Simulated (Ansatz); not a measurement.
**The gap of KCl (Sylvite): a ladder of methods and an error budget**

Aim: a best estimate of the quasiparticle gap of KCl (Sylvite), with each correction and its cost laid out.

Method: density functionals, hybrids, G0W0, plane waves, PAW, in Ansatz 0.2.0.

Most raw output is cut from this account.

In doubt: masses and optical values from hybrid runs of this build are listed as unsure (step 12), which bears on the screening that GW takes from such a start.

## 1. The structure

The structure is cubic, space group Fm-3m (No. 225). The conventional cell has a = 6.293 Å, b = 6.293 Å, c = 6.293 Å, α = 90.00°, β = 90.00°, γ = 90.00°. Nearest to K lie 6 Cl at 3.15 Å. Cl has 6 K at 3.15 Å nearest. Farther neighbours and most contacts between anions are not listed.

The cell and positions come from the Crystallography Open Database and are kept as given unless a step says otherwise. The default PAW set here is soft_2. Its files were made with PBE.

## 2. PBE bands

The cheap functional maps the bands first; the places of the edges decide which points the dearer methods must see.

This step: DFT, PBE, plane waves, PAW.

input.yaml reads:

```yaml
crystal:
  lattice:
    - [0.0, 3.14647, 3.14647]
    - [3.14647, 0.0, 3.14647]
    - [3.14647, 3.14647, 0.0]
  atoms:
    - { symbol: K, position: [0.0, 0.0, 0.0] }
    - { symbol: Cl, position: [0.5, 0.5, 0.5] }
kpoints:
  mp_grid: { grid: [6, 6, 6] }
  band_path:
    path:
      - [[0.0, 0.0, 0.0], [0.5, 0.0, 0.5], [0.625, 0.25, 0.625]]
      - [[0.375, 0.375, 0.75], [0.0, 0.0, 0.0], [0.5, 0.5, 0.5], [0.5, 0.25, 0.75], [0.5, 0.0, 0.5]]
    npoints: 10
hamiltonian:
  xc: pbe
scf:
  occupations: { method: fermi_dirac, width: 0.02 }
  n_extra_bands: 4
output:
  eigenvalues: true
  write_density: true
  write_potential: true
  elf: true
  volumetric_format: npy
```

Run with:

```console
$ ansatz run input.yaml --threads 3 --pin off --max-ram 92160MiB --backend cuda --events-out ev --progress --plain --runs-dir out --devices 1 --max-vram 13GiB
```

Wall time 7.4 s (1 × NVIDIA H100 80GB HBM3 (shared by 6 runs) with 3 threads of AMD EPYC 7R13 (Zen 3), shared host); peak memory 0.89 GiB.

Numbers from this step:

| Item | Value |
| --- | --- |
| filled bands | 8 |
| gap | 5.189 eV |
| valence top at | Γ |
| conduction bottom at | Γ |
| least direct gap | 5.189 eV |

The gap is direct, at Γ.

The electronic bands at the labelled points (eV, zero at the top of the highest nominally filled band; v1 is the highest filled band, c1 the lowest empty one):

```
    point      v4     v3     v2     v1    c1    c2     c3     c4
        Γ  -10.65   0.00   0.00   0.00  5.19  8.36   8.36   8.36
  halfway  -10.58  -0.63  -0.13  -0.13  6.64  7.24   9.65   9.84
        X  -10.71  -0.66  -0.22  -0.22  6.53  8.34  10.07  10.18
  halfway  -10.68  -0.63  -0.32  -0.24  6.74  8.60   9.70  10.36
        U  -10.60  -0.56  -0.55  -0.29  7.27  9.07   9.30  10.07
jump to K  -10.60  -0.56  -0.55  -0.29  7.27  9.07   9.30  10.07
  halfway  -10.51  -0.70  -0.24  -0.20  6.89  7.97   9.19   9.85
        Γ  -10.65   0.00   0.00   0.00  5.19  8.36   8.36   8.36
  halfway  -10.53  -0.59  -0.17  -0.17  6.45  8.16   9.11   9.11
        L  -10.41  -1.05  -0.33  -0.33  7.58  8.60  10.50  10.50
  halfway  -10.50  -0.84  -0.40  -0.33  7.84  8.34  10.04  10.14
        W  -10.56  -0.49  -0.47  -0.47  8.03  8.03   9.44   9.85
  halfway  -10.63  -0.61  -0.36  -0.30  6.94  8.80   9.34  10.31
        X  -10.71  -0.66  -0.22  -0.22  6.53  8.34  10.07  10.18
```

Valence density in the ac plane of the conventional cell at fractional y = 0.000, with atoms of K and Cl within 0.2 Å of it. It is the smooth field of the valence electrons, not physical close to the nuclei.

Ten even steps from '_' (0.0 e/Å³) to '@' (4.2 e/Å³), each cell a mean:
```
@@**::______::--::----..______==%%
++::________..::----..________..==
..______________....______________
__________________________________
__________________________________
..______________..______________..
--::..________::==--..________..--
::--..______::**@@%%--______..----
__--::______::##@@@@==..____..--::
----..______..++##**::________::--
::..__________..::::__________..::
__________________________________
__________________________________
__________________________________
::..__________..::....__________::
##==..______..------::________::**
@@##::______::--__::--..____..++@@
```
Columns run along a (6.3 Å), rows up along c (6.3 Å), edges of the conventional cell, whose origin can differ from the input's. Atoms in or near the plane, at fractional coordinates: K at (0.00, 0.00), K at (0.50, 0.50), Cl at (0.50, 0.00), Cl at (0.00, 0.50).

ELF in the ac plane of the conventional cell at fractional y = 0.000, with atoms of K and Cl within 0.2 Å of it. It is the smooth field of the valence electrons, not physical close to the nuclei.

Ten even steps from '0' (0.01) to '9' (0.86), each cell a mean:
```
89821799689940699
99611699999830489
65200479998620146
00000134443200000
44310000000000234
99740024653002689
99961169998303899
69971289899504998
48971399789604996
89971289999404999
99850048986203799
77520002321001467
11100001111000011
21000257776410012
87401589999730268
99711799899940599
79821798469940698
```
Columns run along a (6.3 Å), rows up along c (6.3 Å), edges of the conventional cell, whose origin can differ from the input's. Atoms in or near the plane, at fractional coordinates: K at (0.00, 0.00), K at (0.50, 0.50), Cl at (0.50, 0.00), Cl at (0.00, 0.50).

## 3. LDA

Another semilocal functional, at almost no cost, to see the spread among them.

This step: DFT, LDA, plane waves, PAW.

input.yaml reads:

```yaml
crystal:
  lattice:
    - [0.0, 3.14647, 3.14647]
    - [3.14647, 0.0, 3.14647]
    - [3.14647, 3.14647, 0.0]
  atoms:
    - { symbol: K, position: [0.0, 0.0, 0.0] }
    - { symbol: Cl, position: [0.5, 0.5, 0.5] }
kpoints:
  mp_grid: { grid: [6, 6, 6] }
  band_path:
    path:
      - [0.0, 0.0, 0.0]
      - [0.5, 0.0, 0.5]
      - [0.625, 0.25, 0.625]
      - [0.375, 0.375, 0.75]
      - [0.5, 0.5, 0.5]
      - [0.5, 0.25, 0.75]
    npoints: 1
hamiltonian:
  xc: lda
scf:
  occupations: { method: fixed }
  n_extra_bands: 4
output:
  eigenvalues: true
```

It took 3.6 s on 1 × NVIDIA H100 80GB HBM3 (shared by 6 runs) with 3 threads; peak memory 0.81 GiB; 2.8 s of CPU time.

This step gave:

```
gap                  : 4.743 eV
valence top at       : Γ
conduction bottom at : Γ
least direct gap     : 4.743 eV
```

The gap stands −0.45 eV against PBE.

## 4. r2SCAN

The meta-GGA depends on the orbitals through the kinetic-energy density, which usually opens the gap somewhat.

This step: DFT, r2SCAN, plane waves, PAW.

input.yaml: that of step 3 with these lines changed.

```diff
@@ -20,3 +20,3 @@
 hamiltonian:
-  xc: lda
+  xc: r2scan
 scf:
@@ -26 +26,5 @@
   eigenvalues: true
+  write_density: true
+  write_potential: true
+  elf: true
+  volumetric_format: npy
```

Elapsed: 4 s, on 1 × NVIDIA H100 80GB HBM3 (shared by 6 runs) with 3 threads; peak memory 0.96 GiB; 3.3 s of CPU time.

This step gave:

```
gap                  : 5.826 eV
valence top at       : Γ
conduction bottom at : Γ
least direct gap     : 5.826 eV
```

The gap stands +0.64 eV against PBE.

## 5. HSE06

The screened hybrid is the usual rung above semilocal functionals: a quarter of exact exchange, cut off beyond a few ångström.

This step: DFT, HSE06, plane waves, PAW.

input.yaml, the sections that differ from step 4:

```yaml
kpoints:
  mp_grid: { grid: [4, 4, 4] }
  band_path:
    path:
      - [0.0, 0.0, 0.0]
      - [0.5, 0.0, 0.5]
      - [0.625, 0.25, 0.625]
      - [0.375, 0.375, 0.75]
      - [0.5, 0.5, 0.5]
      - [0.5, 0.25, 0.75]
    npoints: 1
hamiltonian:
  xc: hse06
output:
  eigenvalues: true
# crystal, scf: as in step 4
```

Run time: 7.5 s. Hardware: 1 × NVIDIA H100 80GB HBM3 (shared by 6 runs) with 3 threads; peak memory 1 GiB.

Numbers from this step:

| Item | Value |
| --- | --- |
| gap | 6.499 eV |
| valence top at | Γ |
| conduction bottom at | Γ |
| least direct gap | 6.499 eV |

The gap stands +1.31 eV against PBE.

## 6. PBE0

PBE0 differs from HSE06 by long-range exchange, so the pair shows what that tail is worth.

This step: DFT, PBE0, plane waves, PAW.

input.yaml: that of step 5 with these lines changed.

```diff
@@ -20,3 +20,3 @@
 hamiltonian:
-  xc: hse06
+  xc: pbe0
 scf:
```

It took 8.2 s on 1 × NVIDIA H100 80GB HBM3 (shared by 6 runs) with 3 threads; peak memory 1 GiB; 9.6 s of CPU time.

This step gave:

| Item | Value |
| --- | --- |
| gap | 7.239 eV |
| valence top at | Γ |
| conduction bottom at | Γ |
| least direct gap | 7.239 eV |

The gap stands +2.05 eV against PBE.

## 7. DDH-PBE0

Here the share of exact exchange is set once to one over ε∞ of the semilocal ground state, the screening that GW applies at long range.

This step: DFT, dielectric-dependent PBE0 (fraction 1/eps_inf of PBE), plane waves, PAW.

input.yaml: that of step 6 with these lines changed.

```diff
@@ -8,2 +8,3 @@
     - { symbol: Cl, position: [0.5, 0.5, 0.5] }
+  host: atoms
 kpoints:
@@ -20,3 +21,6 @@
 hamiltonian:
-  xc: pbe0
+  xc:
+    exchange: pbe
+    correlation: pbe
+    exx: { coeff: inverse_dielectric }
 scf:
```

The job ended after 11 s (1 × NVIDIA H100 80GB HBM3 (shared by 6 runs) with 3 threads; peak memory 1.1 GiB).

This step gave:

* gap: 8.751 eV
* valence top at: Γ
* conduction bottom at: Γ
* least direct gap: 8.751 eV
* exact-exchange fraction: 0.4306

The gap stands +3.56 eV against PBE; the share of exchange is 0.431, one over an ε∞ of 2.3.

## 8. Dielectric tensor

The response to a uniform field gives ε∞, a yardstick for the screening that GW builds on its mesh.

This step: dielectric response by perturbation theory, PBE, plane waves, PAW.

input.yaml reads:

```yaml
crystal:
  lattice:
    - [0.0, 3.14647, 3.14647]
    - [3.14647, 0.0, 3.14647]
    - [3.14647, 3.14647, 0.0]
  atoms:
    - { symbol: K, position: [0.0, 0.0, 0.0] }
    - { symbol: Cl, position: [0.5, 0.5, 0.5] }
kpoints:
  mp_grid: { grid: [6, 6, 6] }
hamiltonian:
  xc: pbe
scf:
  occupations: { method: fixed }
dielectric: {}
```

Elapsed: 8 s, on 1 × NVIDIA H100 80GB HBM3 (shared by 6 runs) with 3 threads; peak memory 0.92 GiB.

One over ε∞ averages 0.43, above the quarter of exact exchange in PBE0, which should therefore fall short.

High-frequency dielectric tensor:

```
2.32 0.00 0.00
0.00 2.32 0.00
0.00 0.00 2.32
```

## 9. G0W0, 4×4×4 mesh, 65 empty bands, screening to 60 eV

G0W0 replaces the xc potential by the self-energy, built once from these orbitals. Only a window of levels is corrected, while the sums run over the empty bands that the input names.

This step: G0W0 on PBE, plane waves, PAW.

input.yaml, the sections that differ from step 8:

```yaml
kpoints:
  mp_grid: { grid: [4, 4, 4] }
gw:
  n_empty_bands: 65
  ecut_chi: 60
  qp_bands: [v2, c2]
  qp_kpoints: band_edges
  screening: { model: contour_deformation }
# crystal, hamiltonian, scf: as in step 8
# dielectric: removed
```

Wall time 12 s (1 × NVIDIA H100 80GB HBM3 (shared by 6 runs) with 3 threads); peak memory 0.98 GiB.

Numbers from this step:

```yaml
bands_summed: 73
rpa_eps_infinity_on_this_mesh_eigenvalues: 2.177, 2.177, 2.177
plane_waves_in_the_screening_matrix: 59
g0w0_gap_on_the_mesh: 7.650 eV
k_of_the_valence_top: 0, 0, 0
k_of_the_conduction_bottom: 0, 0, 0
starting_gap_on_the_mesh: 5.189 eV
least_direct_g0w0_gap_on_the_computed_points: 7.650 eV
```

The gap on the mesh goes from 5.19 eV to 7.65 eV, a correction of +2.46 eV. Between the two edge states, bare exchange in place of the xc potential would open the gap by 8.15 eV, and correlation takes back 5.69 eV.

## 10. G0W0, 4×4×4 mesh, 185 empty bands, screening to 120 eV

Bands and screening cutoff are moved together, since each hides the error of the other.

input.yaml: that of step 9 with these lines changed.

```diff
@@ -15,4 +15,4 @@
 gw:
-  n_empty_bands: 65
-  ecut_chi: 60
+  n_empty_bands: 185
+  ecut_chi: 120
   qp_bands: [v2, c2]
```

It took 12 s on 1 × NVIDIA H100 80GB HBM3 (shared by 6 runs) with 3 threads; peak memory 1.1 GiB; 6 s of CPU time.

This step gave:

```yaml
bands_summed: 193
rpa_eps_infinity_on_this_mesh_eigenvalues: 2.174, 2.174, 2.174
plane_waves_in_the_screening_matrix: 169
g0w0_gap_on_the_mesh: 7.878 eV
k_of_the_valence_top: 0, 0, 0
k_of_the_conduction_bottom: 0, 0, 0
starting_gap_on_the_mesh: 5.189 eV
least_direct_g0w0_gap_on_the_computed_points: 7.878 eV
```

Against the run with 4×4×4 mesh, 65 empty bands, screening to 60 eV, the gap moves by +0.23 eV.

## 11. G0W0, 4×4×4 mesh, 400 empty bands, screening to 200 eV

input.yaml: that of step 10 with these lines changed.

```diff
@@ -15,4 +15,4 @@
 gw:
-  n_empty_bands: 185
-  ecut_chi: 120
+  n_empty_bands: 400
+  ecut_chi: 200.0
   qp_bands: [v2, c2]
```

Elapsed: 11 s, on 1 × NVIDIA H100 80GB HBM3 (shared by 6 runs) with 3 threads; peak memory 1.3 GiB; 11 s of CPU time.

Numbers from this step:

| Quantity | Value |
| --- | --- |
| bands summed | 408 |
| RPA ε∞ on this mesh (eigenvalues) | 2.173, 2.173, 2.173 |
| plane waves in the screening matrix | 411 |
| q-points in the mesh | 64 |
| G0W0 gap on the mesh | 8.012 eV |
| k of the valence top | 0, 0, 0 |
| k of the conduction bottom | 0, 0, 0 |
| starting gap on the mesh | 5.189 eV |
| Z at the valence top | 0.7990 |
| Z at the conduction bottom | 0.8676 |
| least direct G0W0 gap on the computed points | 8.012 eV |

Against the run with 4×4×4 mesh, 185 empty bands, screening to 120 eV, the gap moves by +0.13 eV.

Limits: finite bands, cutoff and mesh. v1 is the top filled band, c1 the lowest empty one. Levels before and after the correction, in eV, zero at the valence-band top of each column:

```
           conduction bottom  valence top
Kohn-Sham               5.19         0.00
     G0W0               8.01         0.00
```

```
             level  occupation  energy (eV)
Kohn-Sham  Γ v2-v1           2        0.000
Kohn-Sham     Γ c1           0        5.189
Kohn-Sham     Γ c2           0        8.363
     G0W0  Γ v2-v1           2        0.000
     G0W0     Γ c1           0        8.012
     G0W0     Γ c2           0       12.064
```

How the two edges are built up, in eV (the quasiparticle level is the starting level plus Σx plus Σc less Vxc):

```
      run               edge  start      Σx     Σc     Vxc     Z     QP
 73 bands        valence top   0.85  -20.81   2.76  -16.36  0.81  -0.84
 73 bands  conduction bottom   6.04   -4.22  -2.94   -7.92  0.87   6.81
193 bands        valence top   0.85  -20.81   2.46  -16.36  0.80  -1.13
193 bands  conduction bottom   6.04   -4.22  -3.00   -7.92  0.87   6.74
408 bands        valence top   0.85  -20.81   2.26  -16.36  0.80  -1.34
408 bands  conduction bottom   6.04   -4.22  -3.07   -7.92  0.87   6.68
```

## 12. G0W0@HSE06, 4×4×4 mesh, 185 empty bands, screening to 120 eV

One-shot GW remembers its start. Another functional's orbitals and levels show by how much. Bands and cutoff differ from the step before, so it is read against an earlier run that matches them.

This step: G0W0 on HSE06, plane waves, PAW.

input.yaml: that of step 11 with these lines changed.

```diff
@@ -11,3 +11,3 @@
 hamiltonian:
-  xc: pbe
+  xc: hse06
 scf:
@@ -15,4 +15,4 @@
 gw:
-  n_empty_bands: 400
-  ecut_chi: 200.0
+  n_empty_bands: 185
+  ecut_chi: 120
   qp_bands: [v2, c2]
```

Elapsed: 16 s, on 1 × NVIDIA H100 80GB HBM3 (shared by 6 runs) with 3 threads; peak memory 1.2 GiB.

This step gave:

```
bands summed                                 : 193
RPA ε∞ on this mesh (eigenvalues)            : 1.988, 1.988, 1.988
plane waves in the screening matrix          : 169
G0W0 gap on the mesh                         : 8.490 eV
k of the valence top                         : 0, 0, 0
k of the conduction bottom                   : 0, 0, 0
starting gap on the mesh                     : 6.499 eV
least direct G0W0 gap on the computed points : 8.490 eV
```

Against the run with 4×4×4 mesh, 185 empty bands, screening to 120 eV on PBE, the gap moves by +0.61 eV, while the start moved by +1.31 eV.

[end of part 1 of 2]

[Paths, hosts, dates, memory and timing lines, banners, echoed tables and standing remarks are left out of the program output.]

[Logs are printed without paths, hosts, clocks, repeated set-up lines and the standing remarks that a program may print on its own settings, such as how far it seeks lower states.]

[Runs of the session that timed out or met a known fault of the program may be left out.]

[Cells called generated may have been cut or substituted from an entry of the Crystallography Open Database or the Materials Project.]

[Hosts, paths, dates, database ids (printed as entryN), source tags and the programs' standing remarks are cut or masked in the printed files.]
